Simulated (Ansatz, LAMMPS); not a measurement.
## Forces and charges in glassy 63SiO2-14B2O3-11Na2O-11CaO (mol %) (111 atoms)

What does DFT give for glassy 63SiO2-14B2O3-11Na2O-11CaO (mol %) (111 atoms) as built?

Main program and level: Ansatz 0.2.0; Kohn-Sham DFT, PBEsol, PAW (set soft_2), plane waves.

## (1) The starting structure

The cell holds 111 atoms: 22 Si, 10 B, 8 Na, 4 Ca and 67 O. Its edges and angles: a = 11.089 Å, b = 11.089 Å, c = 11.089 Å, α = 90.0°, β = 90.0°, γ = 90.0°. 111 atoms (22 Si, 10 B, 8 Na, 4 Ca, 67 O) placed at random at 2.33 g/cm³, melted at 3000 K for 20 ps at fixed volume with the Buckingham and Coulomb pair potential of Guillot and Sator (Geochim. Cosmochim. Acta 71, 1249 (2007)) with the boron terms of Wang et al. (J. Non-Cryst. Solids 498, 294 (2018)). Quenched from 3000 K to 300 K at 10 K/ps and fixed volume, held 10 ps at zero pressure.

Before any run, some limits are plain. The quench rate of 10 K/ps far exceeds what a furnace or splat quench reaches, so expect more defects and frozen-in strain than in a real sample. The starting topology of bonds comes from the classical model, and needn't be the one that DFT or experiment would give. Sampling is at Γ alone, for a cell whose shortest periodic width is 11 Å.

## (2) How the cell was made

A classical potential supplies the starting structure, since it reaches far longer times than DFT.

This step: classical MD, Buckingham and Coulomb pair potential of Guillot and Sator (Geochim. Cosmochim. Acta 71, 1249 (2007)) with the boron terms of Wang et al. (J. Non-Cryst. Solids 498, 294 (2018)) (LAMMPS 22 Jul 2025 - Update 4).

in.lmp reads:

```
# melt-quench of Si22B10Na8Ca4O67
units metal
atom_style charge
boundary p p p
region box block 0 11.5178 0 11.5178 0 11.5178
create_box 5 box
mass 1 28.0850   # Si
mass 2 10.8100   # B
mass 3 22.9898   # Na
mass 4 40.0780   # Ca
mass 5 15.9990   # O
create_atoms 1 random 22 97816 NULL overlap 1.5 maxtry 2000
create_atoms 2 random 10 97823 NULL overlap 1.5 maxtry 2000
create_atoms 3 random 8 97830 NULL overlap 1.5 maxtry 2000
create_atoms 4 random 4 97837 NULL overlap 1.5 maxtry 2000
create_atoms 5 random 67 97844 NULL overlap 1.5 maxtry 2000
pair_style buck/coul/long 9.0
pair_coeff * * 0.0 1.0 0.0
pair_coeff 1 5 50306.10 0.161 46.2978   # Si-O
pair_coeff 2 5 206941.81 0.124 35.0018   # B-O
pair_coeff 3 5 120303.80 0.17 0   # Na-O
pair_coeff 4 5 155667.70 0.178 42.2597   # Ca-O
pair_coeff 5 5 9022.79 0.265 85.0921   # O-O
pair_coeff 2 2 484.40 0.35 0.0   # B-B
pair_coeff 1 2 337.70 0.29 0.0   # Si-B
set type 1 charge 1.89
set type 2 charge 1.4175
set type 3 charge 0.4725
set type 4 charge 0.945
set type 5 charge -0.945
kspace_style pppm 1.0e-4
neigh_modify delay 0 every 1 check yes
thermo_style custom step time temp pe press density
thermo_modify norm yes
# [... 17 lines left out ...]
fix md all nvt temp 3000 300 0.1
run 270000 post no
unfix md
thermo 3333
fix md all npt temp 300 300 0.1 iso 0 0 1
run 10000 post no
unfix md
write_dump all custom glass.dump id type xs ys zs modify sort id
```

Started as:

```sh
$ lmp -in in.lmp -log none -nocite
```

Numbers of over 12 decimals in the logs are rounded to 6 here.

Output:

```text
LAMMPS (22 Jul 2025 - Update 4)
Created orthogonal box = (0 0 0) to (11.5178 11.5178 11.5178)
Created 22 atoms
Created 10 atoms
Created 8 atoms
Created 4 atoms
Created 67 atoms
PPPM initialization ...
  G vector (1/distance) = 0.33002151
  grid = 10 10 10
  estimated relative force accuracy = 5.5309723e-05
   Step          Time           Temp          PotEng         Press         Density
         0   0              0              4.1614738      1498562.9      2.3280214
       100   0.1            0             -10.25449      -14656.515      2.3280214
       113   0.113          0             -10.276502     -14108.898      2.3280214
Loop time of 0.256717 s on 1 MPI rank(s) for 113 steps with 111 atoms
Minimization stats:
  Stopping criterion = energy tolerance
  Energy initial, next-to-last, final =
      4.16147383176347   -10.275564541056  -10.2765018373608
  Force two-norm initial, final = 524.8134 3.8269962
  Iterations, force evaluations = 113 180
   Step          Time           Temp          PotEng         Press         Density
         0   0              3000          -10.276502      15709.827      2.3280214
       500   0.5            2574.3979     -9.9359625     -19506.481      2.3280214
      1000   1              2669.6455     -9.9653321      14165.648      2.3280214
Loop time of 1.00109 s on 1 MPI rank(s) for 1000 steps with 111 atoms
   Step          Time           Temp          PotEng         Press         Density
      1000   1              2669.6455     -9.9653321      14165.648      2.3280214
      3333   3.333          2791.5659     -10.071575      10840.519      2.3280214
      6666   6.666          2978.4585     -10.051131      5747.4812      2.3280214
      9999   9.999          3949.4073     -9.9713134     -6209.2473      2.3280214
     13332   13.332         2864.2994     -10.095534      14265.447      2.3280214
     16665   16.665         3175.7779     -10.004784     -300.21469      2.3280214
[... 2 lines left out ...]
Loop time of 15.4275 s on 1 MPI rank(s) for 20000 steps with 111 atoms
   Step          Time           Temp          PotEng         Press         Density
[... 12 lines left out ...]
Loop time of 223.28 s on 1 MPI rank(s) for 270000 steps with 111 atoms
   Step          Time           Temp          PotEng         Press         Density
[... 1 line left out ...]
    293304   293.304        311.0117      -10.479918     -3577.5873      2.6011638
    296637   296.637        242.65622     -10.479209      12471.333      2.6352119
    299970   299.97         288.11826     -10.477053     -5572.6348      2.5931931
    301000   301            293.66769     -10.479077     -1353.049       2.6089689
Loop time of 6.87087 s on 1 MPI rank(s) for 10000 steps with 111 atoms
```

Wall time 4.1 min (1 thread of AMD EPYC 7R43, shared host); peak memory 0.069 GiB.

## (3) Plane-wave single point

The electrons are solved once, with the atoms held.

input.yaml reads:

```yaml
crystal:
  lattice:
    - [11.08857, 0.0, 0.0]
    - [0.0, 11.08857, 0.0]
    - [0.0, 0.0, 11.08857]
  atoms:
    - { symbol: Si, position: [0.86494, 0.921, 0.05758] }
    - { symbol: Si, position: [0.66119, 0.08699, 0.64645] }
    - { symbol: Si, position: [0.72801, 0.55, 0.27824] }
    - { symbol: Si, position: [0.26456, 0.11906, 0.1348] }
    - { symbol: Si, position: [0.36486, 0.73466, 0.48144] }
    - { symbol: Si, position: [0.71727, 0.34385, 0.44545] }
    - { symbol: Si, position: [0.42945, 0.20743, 0.68487] }
    - { symbol: Si, position: [0.554, 0.14895, 0.32663] }
    - { symbol: Si, position: [0.98257, 0.57779, 0.37436] }
    - { symbol: Si, position: [0.85798, 0.02916, 0.48968] }
    - { symbol: Si, position: [0.37302, 0.33318, 0.26981] }
    - { symbol: Si, position: [0.7119, 0.9351, 0.27931] }
    - { symbol: Si, position: [0.12305, 0.53616, 0.60592] }
    - { symbol: Si, position: [0.99338, 0.29778, 0.36348] }
    - { symbol: Si, position: [0.64322, 0.03215, 0.92746] }
    - { symbol: Si, position: [0.10566, 0.18208, 0.78843] }
    - { symbol: Si, position: [0.43943, 0.46224, 0.04522] }
    - { symbol: Si, position: [0.43554, 0.89919, 0.09068] }
    - { symbol: Si, position: [0.72457, 0.7204, 0.72334] }
    - { symbol: Si, position: [0.66285, 0.31635, 0.94564] }
    - { symbol: Si, position: [0.35215, 0.02913, 0.49824] }
    - { symbol: Si, position: [0.64062, 0.4624, 0.70029] }
    - { symbol: B, position: [0.42781, 0.61844, 0.71885] }
    - { symbol: B, position: [0.99215, 0.31254, 0.94285] }
    - { symbol: B, position: [0.80372, 0.48292, 0.03523] }
    - { symbol: B, position: [0.32671, 0.25726, 0.9077] }
    - { symbol: B, position: [0.00945, 0.1439, 0.14019] }
    - { symbol: B, position: [0.35209, 0.68881, 0.95468] }
    - { symbol: B, position: [0.6895, 0.85762, 0.51505] }
    - { symbol: B, position: [0.52465, 0.71817, 0.27011] }
    - { symbol: B, position: [0.33492, 0.4009, 0.53169] }
    - { symbol: B, position: [0.112, 0.13567, 0.51884] }
    - { symbol: Na, position: [0.88667, 0.32329, 0.65621] }
    - { symbol: Na, position: [0.0768, 0.82107, 0.82389] }
    - { symbol: Na, position: [0.42345, 0.87858, 0.76375] }
    - { symbol: Na, position: [0.02565, 0.80232, 0.57267] }
    - { symbol: Na, position: [0.16918, 0.89805, 0.00625] }
    - { symbol: Na, position: [0.919, 0.97566, 0.78417] }
    - { symbol: Na, position: [0.08481, 0.91369, 0.30219] }
    - { symbol: Na, position: [0.26462, 0.6106, 0.25684] }
    - { symbol: Ca, position: [0.94926, 0.57641, 0.79419] }
    - { symbol: Ca, position: [0.20363, 0.48767, 0.85062] }
    - { symbol: Ca, position: [0.64272, 0.73545, 0.02812] }
    - { symbol: Ca, position: [0.0206, 0.61725, 0.07527] }
    - { symbol: O, position: [0.3679, 0.88138, 0.48217] }
    - { symbol: O, position: [0.21573, 0.26876, 0.83806] }
    - { symbol: O, position: [0.79723, 0.36834, 0.99102] }
    - { symbol: O, position: [0.12526, 0.07521, 0.13166] }
    - { symbol: O, position: [0.85964, 0.77299, 0.7483] }
    - { symbol: O, position: [0.86345, 0.32146, 0.43121] }
    - { symbol: O, position: [0.1198, 0.04496, 0.8542] }
    - { symbol: O, position: [0.37721, 0.32678, 0.62432] }
    - { symbol: O, position: [0.0288, 0.67236, 0.27833] }
    - { symbol: O, position: [0.98233, 0.20497, 0.25085] }
    - { symbol: O, position: [0.3803, 0.38044, 0.41153] }
    - { symbol: O, position: [0.5401, 0.95897, 0.00413] }
    - { symbol: O, position: [0.66697, 0.43477, 0.3441] }
    - { symbol: O, position: [0.67015, 0.75706, 0.59215] }
    - { symbol: O, position: [0.13984, 0.64928, 0.70345] }
    - { symbol: O, position: [0.57442, 0.39321, 0.03445] }
    - { symbol: O, position: [0.60662, 0.03367, 0.24239] }
    - { symbol: O, position: [0.63929, 0.0329, 0.78113] }
    - { symbol: O, position: [0.63158, 0.96782, 0.55483] }
    - { symbol: O, position: [0.0251, 0.43867, 0.3348] }
    - { symbol: O, position: [0.4082, 0.67985, 0.61121] }
    - { symbol: O, position: [0.43738, 0.0961, 0.39954] }
    - { symbol: O, position: [0.98118, 0.24888, 0.83214] }
    - { symbol: O, position: [0.97329, 0.83299, 0.02005] }
    - { symbol: O, position: [0.31483, 0.18778, 0.01736] }
    - { symbol: O, position: [0.83226, 0.57787, 0.37521] }
    - { symbol: O, position: [0.23762, 0.63908, 0.99276] }
    - { symbol: O, position: [0.44462, 0.69165, 0.36436] }
    - { symbol: O, position: [0.65416, 0.17225, 0.95687] }
    - { symbol: O, position: [0.37946, 0.07746, 0.63076] }
    - { symbol: O, position: [0.74466, 0.57027, 0.71739] }
    - { symbol: O, position: [0.66689, 0.83826, 0.38501] }
    - { symbol: O, position: [0.79761, 0.58443, 0.96331] }
    - { symbol: O, position: [0.2763, 0.22889, 0.24059] }
    [... 27 atom lines left out ...]
    - { symbol: O, position: [0.01561, 0.43693, 0.94991] }
    - { symbol: O, position: [0.61894, 0.63928, 0.24021] }
    - { symbol: O, position: [0.50034, 0.25472, 0.24597] }
    - { symbol: O, position: [0.99838, 0.06205, 0.49268] }
    - { symbol: O, position: [0.68743, 0.39967, 0.57604] }
    - { symbol: O, position: [0.3794, 0.65963, 0.83016] }
kpoints:
  mp_grid: { grid: [1, 1, 1] }
hamiltonian:
  xc: pbesol
scf:
  occupations: { method: fixed }
output:
  forces: true
  stress: true
  populations: true
  dos:
    method: { smearing: { sigma: 0.1 } }
    de: 0.1
    projected: { site_lists: { B: [B], Ca: [Ca], Na: [Na], O: [O], Si: [Si] } }
  eigenvalues: true
  write_density: true
  write_potential: true
  volumetric_format: npy
```

Started as:

```sh
$ ansatz run input.yaml --threads 8 --pin off --max-ram 15872MiB --backend cpu --events-out ev --progress --plain --runs-dir out
```

Output:

```text
Engine: ansatz 0.2.0, x86_64-unknown-linux-gnu
Pseudopotentials: kind: paw
Pseudopotential: Si, paw, valence charge 4, recommended cutoff 420 eV (normal), Si.paw.azcp
Pseudopotential: B, paw, valence charge 3, recommended cutoff 420 eV (normal), B.paw.azcp
Pseudopotential: Na, paw, valence charge 9, recommended cutoff 420 eV (normal), Na.paw.azcp
Pseudopotential: Ca, paw, valence charge 10, recommended cutoff 420 eV (normal), Ca.paw.azcp
Pseudopotential: O, paw, valence charge 6, recommended cutoff 420 eV (normal), O.paw.azcp
[... 3 lines on functional and potentials left out ...]
Crystal: 111 atoms, lattice volume = 1363.410 Å³
Basis set: ecut = 420 eV, 26745 PW (Γ), exchange–correlation on 150×150×150 points (8 copies of the dense FFT grid, shifted against one another)
Bands: 427, of which v1, the nominal top of the filled ones, is band 316 counted from 1 (315 counted from 0)
Symmetry: 1 space group operations
Space group: P1 (ITA 1), of the structure as read, at distance tolerance 1.1e-4 Å
k-points: 1
[... 16 lines on functional and potentials left out ...]
Initial density: superposition of atomic densities (neutral atoms: chi_scale 0, normalization atom), corrected by the library's trained network
Initial wavefunctions: pseudopotential atomic-orbital guess
Functional: x = pbesol(κ = 0.804, μ = 0.123457), c = pbesol(β = 0.046)
SCF iter   1: F=—  HF=-71867.090132 eV  |F-HF|=—  |Δ(HF+E_count)|=         —  Δρ=1.20e-2  dr2=1.65e0  ethr=1.77e-3  ⟨swp⟩=6.0  Hψ=1548  notcnv=0  defer=109
preconditioner: auto → Resta (q_TF=auto, 2.400 Å⁻¹)  ε∞=3.1  [insulator: Δε(μ)=2.495 eV  Ē_g=17.027 eV  n_scr=304 (ndim 8)  ℏωp=24.8 eV  f_vac=0.123  ε∞_Penn≈3.1]
SCF iter   2: F=—  HF=-71866.648916 eV  |F-HF|=—  |Δ(HF+E_count)|=   4.41e-1  Δρ=2.41e-3  dr2=8.14e-2  ethr=2.61e-4  ⟨swp⟩=2.0  Hψ=695  notcnv=0  defer=109
SCF iter   3: F=—  HF=-71866.636996 eV  |F-HF|=—  |Δ(HF+E_count)|=   1.19e-2  Δρ=1.11e-3  dr2=2.62e-2  ethr=1.29e-5  ⟨swp⟩=3.0  Hψ=534  notcnv=0  defer=109
SCF iter   4: F=—  HF=-71866.635564 eV  |F-HF|=—  |Δ(HF+E_count)|=   1.43e-3  Δρ=1.01e-3  dr2=1.46e-2  ethr=4.15e-6  ⟨swp⟩=3.0  Hψ=540  notcnv=0  defer=109
SCF iter   5: F=—  HF=-71866.632504 eV  |F-HF|=—  |Δ(HF+E_count)|=   3.06e-3  Δρ=1.88e-4  dr2=8.76e-4  ethr=2.31e-6  ⟨swp⟩=2.0  Hψ=532  notcnv=0  defer=109
SCF iter   6: F=—  HF=-71866.632654 eV  |F-HF|=—  |Δ(HF+E_count)|=   1.51e-4  Δρ=1.06e-4  dr2=1.51e-4  ethr=1.39e-7  ⟨swp⟩=2.0  Hψ=791  notcnv=0  defer=109
SCF iter   7: F=—  HF=-71866.632649 eV  |F-HF|=—  |Δ(HF+E_count)|=   5.10e-6  Δρ=3.27e-5  dr2=1.62e-5  ethr=2.40e-8  ⟨swp⟩=2.0  Hψ=543  notcnv=0  defer=109
SCF iter   8: F=—  HF=-71866.630784 eV  |F-HF|=—  |Δ(HF+E_count)|=   1.86e-3  Δρ=1.40e-5  dr2=2.72e-6  ethr=2.56e-9  ⟨swp⟩=2.0  Hψ=636  notcnv=0  defer=107
SCF iter   9: F=—  HF=-71866.630787 eV  |F-HF|=—  |Δ(HF+E_count)|=   2.97e-6  Δρ=6.97e-6  dr2=7.16e-7  ethr=4.30e-10  ⟨swp⟩=2.0  Hψ=617  notcnv=0  defer=108
SCF iter  10: F=—  HF=-71866.630788 eV  |F-HF|=—  |Δ(HF+E_count)|=   5.24e-7  Δρ=2.66e-6  dr2=1.09e-7  ethr=1.13e-10  ⟨swp⟩=2.0  Hψ=622  notcnv=0  defer=108
SCF iter  11: F=-71866.630788 eV  HF=-71866.630788 eV  |F-HF|=2.45e-8  |Δ(HF+E_count)|=   1.50e-7  Δρ=1.36e-6  dr2=2.97e-8  ethr=1.58e-11  ⟨swp⟩=23.0  Hψ=4472  notcnv=0
SCF 1 converged in 11 iterations: F = -71866.630788 eV  dr2 = 2.97e-8
  greatest PAW one-centre occupation: 0.999 electrons in one spin orbital (limit 2), on the Na atom at site 36 (counted from 0), in its partial waves of l = 0
SCF converged after 11 iterations
Free energy (F): -71866.630788 eV
Harris-Foulkes:  -71866.630788 eV  (|F-HF|=2.45e-8)
Internal energy: -71866.630788 eV  (E = F + TS)
E sigma→0 (E₀):  -71866.630788 eV
Fermi energy:    4.935165 eV
--- Per-component energies (eV) ---
  E_band       = -4136.788416
  E_kinetic    = 15408.473933
  E_local      = -45291.598990  (includes V_loc(G=0)·N_el)
  E_nonlocal   = 5067.017549
  E_hartree    = 16285.313133
  E_xc         = -7275.137815
  E_vxc        = -8781.675095  (∫ρ·V_xc dr)
  E_paw        = -27368.736981  (= ΣΔE_a)
  E_vpaw       = -3109.802108  (= ΣTr[D̂ρ^β])
  E_aug_tail   = 0.170131  (compensation charges beyond the density's cutoff)
  E_ewald      = -28696.250209
  E_core_change = 4.118461  (= ΣΔE_core)
  E_smearing   = -0.000000  (= −TS)
  E_closure    = -0.000000  (closes the sum)
  Σ components = -71866.630788   (vs F -71866.630788, Δ=0.00e0)
--- Forces (eV/Å), atoms counted from 1 ---
  atom   1  Si     2.21544458     3.60042350     2.23017193
  atom   2  Si    -1.73679552    -3.92879144    -2.20987796
  atom   3  Si     1.24639272    -2.00334854     0.71423805
  atom   4  Si    -0.79445185     4.29883430    -0.58946737
  atom   5  Si    -3.50793595    -0.31536100    -0.41397404
  atom   6  Si     0.90940006    -0.84262208    -2.11813042
  atom   7  Si    -0.33667161    -1.01508239     0.23907577
  atom   8  Si     0.70019232    -0.74903867     0.92424275
  atom   9  Si    -0.92170418    -2.22874810    -0.92777774
  atom  10  Si     0.00334940    -2.24936956    -1.64798135
  atom  11  Si     1.61004377    -2.73687608     1.74816493
  atom  12  Si     0.05978237     0.89436088     3.49315428
  atom  13  Si    -0.09938584     1.04131754     1.51662593
  atom  14  Si     0.03114616    -0.45619090    -0.98384210
[...]
atom 110  O     -0.21537871    -0.19693769     0.71398739
  atom 111  O     -0.04343733     0.08182430    -2.57286253
  max |Σ_I F_I| component: 2.61e-5 eV/Å
--- Stress (GPa, compression-positive) ---
       -1.734426       1.386307       1.782710
        1.386309      -5.247230      -1.770584
        1.782709      -1.770579      -2.289183
  P = ⅓ Tr σ = -3.0903 GPa (-30.903 kbar)
--- Band table (eV) ---
  k-point 0: bands = ["-47.3397", "-46.6981", "-46.4926", "-46.4020", [... 411 levels ...], "13.9760", "13.9866", "14.0226", "14.0759", "14.0861", "14.1849", "14.2139", "14.2173", "14.2463", "14.3207", "14.3728", "14.3900"]
--- Löwdin populations: 111 sites ---
  site symbol       q [e]
     0     Si      2.4073
     1     Si      2.3028
     2     Si      2.2526
[...]
110      O      6.4559
  spilling = 0.011663 (of n_electrons = 632.000000)
```

It took 24 s on 8 threads of AMD EPYC 7R43, shared host; peak memory 2 GiB.

In the SCF lines HF is the Harris–Foulkes energy and dr2 the Hartree energy of the density residual, in eV; the loop may stop once dr2 is under the threshold and the program's other checks hold. Hψ counts applications of the Hamiltonian.

The run gave:

* free energy: -71866.6308 eV
* free energy per atom: -647.4471 eV/atom
* SCF cycles: 11
* pressure: -3.09 GPa
* r.m.s. force component: 1.133 eV/Å
* longest force: 4.831 eV/Å
* Fermi energy: 4.935 eV
* gap (highest filled to lowest empty level): 2.384 eV
* spilling of the projection: 0.01166

Neighbours are counted within 2.08 Å (O-Si), 1.83 Å (O-B), 2.88 Å (O-Na), 3.02 Å (O-Ca).

Length of the force by element and coordination:

| element | coordination | atoms | mean length of the force (eV/Å) | spread | least | most |
| --- | --- | --- | --- | --- | --- | --- |
| B | all | 10 | 2.22 | 0.842 | 0.837 | 3.70 |
| B | 3 | 5 | 2.26 | 0.691 | 1.58 | 3.47 |
| B | 4 | 5 | 2.19 | 0.968 | 0.837 | 3.70 |
| Ca | all | 4 | 1.44 | 0.504 | 0.858 | 2.16 |
| Ca | 6 | 2 | 1.25 | 0.387 | 0.858 | 1.63 |
| Ca | 7 | 1 | 1.10 | 0 | 1.10 | 1.10 |
| Ca | 8 | 1 | 2.16 | 0 | 2.16 | 2.16 |
| Na | all | 8 | 0.703 | 0.230 | 0.396 | 1.09 |
| Na | 3 | 2 | 0.645 | 0.249 | 0.396 | 0.893 |
| Na | 4 | 3 | 0.560 | 0.125 | 0.448 | 0.735 |
| Na | 5 | 3 | 0.884 | 0.169 | 0.682 | 1.09 |
| O | all | 67 | 1.47 | 0.662 | 0.235 | 4.43 |
| O | 2 | 32 | 1.46 | 0.715 | 0.594 | 4.43 |
| O | 3 | 23 | 1.49 | 0.681 | 0.235 | 2.80 |
| O | 4 | 10 | 1.50 | 0.451 | 0.879 | 2.57 |
| O | 5 | 2 | 1.34 | 0.337 | 0.999 | 1.67 |
| Si | all | 22 | 2.63 | 1.17 | 1.08 | 4.83 |

Löwdin charges by element and coordination (they lack the spilled electrons, 0.066 e an atom on average):

| element | coordination | atoms | mean charge (e) | spread | least | most |
| --- | --- | --- | --- | --- | --- | --- |
| B | all | 10 | 0.574 | 0.0428 | 0.506 | 0.663 |
| B | 3 | 5 | 0.590 | 0.0494 | 0.521 | 0.663 |
| B | 4 | 5 | 0.557 | 0.026 | 0.506 | 0.580 |
| Ca | all | 4 | 1.76 | 0.0104 | 1.74 | 1.77 |
| Ca | 6 | 2 | 1.75 | 0.0039 | 1.74 | 1.75 |
| Ca | 7 | 1 | 1.76 | 0 | 1.76 | 1.76 |
| Ca | 8 | 1 | 1.77 | 0 | 1.77 | 1.77 |
| Na | all | 8 | 0.795 | 0.0268 | 0.740 | 0.836 |
| Na | 3 | 2 | 0.807 | 0.0164 | 0.790 | 0.823 |
| Na | 4 | 3 | 0.776 | 0.0255 | 0.740 | 0.798 |
| Na | 5 | 3 | 0.807 | 0.0219 | 0.783 | 0.836 |
| O | all | 67 | -0.732 | 0.130 | -1.02 | -0.433 |
| O | 2 | 32 | -0.689 | 0.103 | -0.923 | -0.433 |
| O | 3 | 23 | -0.733 | 0.1 | -0.978 | -0.572 |
| O | 4 | 10 | -0.808 | 0.169 | -0.985 | -0.456 |
| O | 5 | 2 | -1.01 | 0.0035 | -1.02 | -1.01 |
| Si | all | 22 | 1.69 | 0.0513 | 1.59 | 1.78 |

States in the cell by windows of 1 eV, zero at the Fermi level; the larger projections on atomic orbitals stand beside the total:

| from (eV) | to (eV) | total | O p | Si p |
| --- | --- | --- | --- | --- |
| -10 | -9 | 18.4 | 12.8 | 1.4 |
| -9 | -8 | 22.7 | 16.3 | 2.4 |
| -8 | -7 | 29.2 | 21.6 | 4.3 |
| -7 | -6 | 28.6 | 21.2 | 3.1 |
| -6 | -5 | 46.2 | 37.8 | 2.9 |
| -5 | -4 | 54.0 | 47.0 | 2.4 |
| -4 | -3 | 59.1 | 54.0 | 1.8 |
| -3 | -2 | 60.6 | 56.8 | 1.1 |
| -2 | -1 | 46.4 | 44.0 | 0.7 |
| -1 | 0 | 17.9 | 17.0 | 0.2 |
| 0 | 1 | 1.5 | 1.5 | 0.0 |
| 1 | 2 | 0.0 | 0.0 | 0.0 |
| 2 | 3 | 2.9 | 0.2 | 0.0 |
| 3 | 4 | 6.5 | 0.6 | 0.5 |
| 4 | 5 | 27.8 | 2.3 | 3.0 |

With fixed occupations the program's Fermi level is the highest filled level; weight inside the gap is the broadening of levels at its edges.

Between -26 and -10 eV lie 223 more states.

The levels nearest the highest filled one (over half full), pooled over k-points and spins:

| level less the highest filled one (eV) | occupation |
| --- | --- |
| -0.713 | 2 |
| -0.662 | 2 |
| -0.616 | 2 |
| -0.518 | 2 |
| -0.106 | 2 |
| 0 | 2 |
| 2.38 | 0 |
| 2.98 | 0 |
| 3.59 | 0 |
| 3.75 | 0 |
| 3.97 | 0 |
| 4.06 | 0 |

(Part 1 of 2 ends here.)

[Logs are printed without paths, hosts, clocks, repeated set-up lines and the standing remarks that a program may print on its own settings, such as how far it seeks lower states.]

[Hosts, paths, dates, database ids (printed as entryN), source tags and the programs' standing remarks are cut or masked in the printed files.]
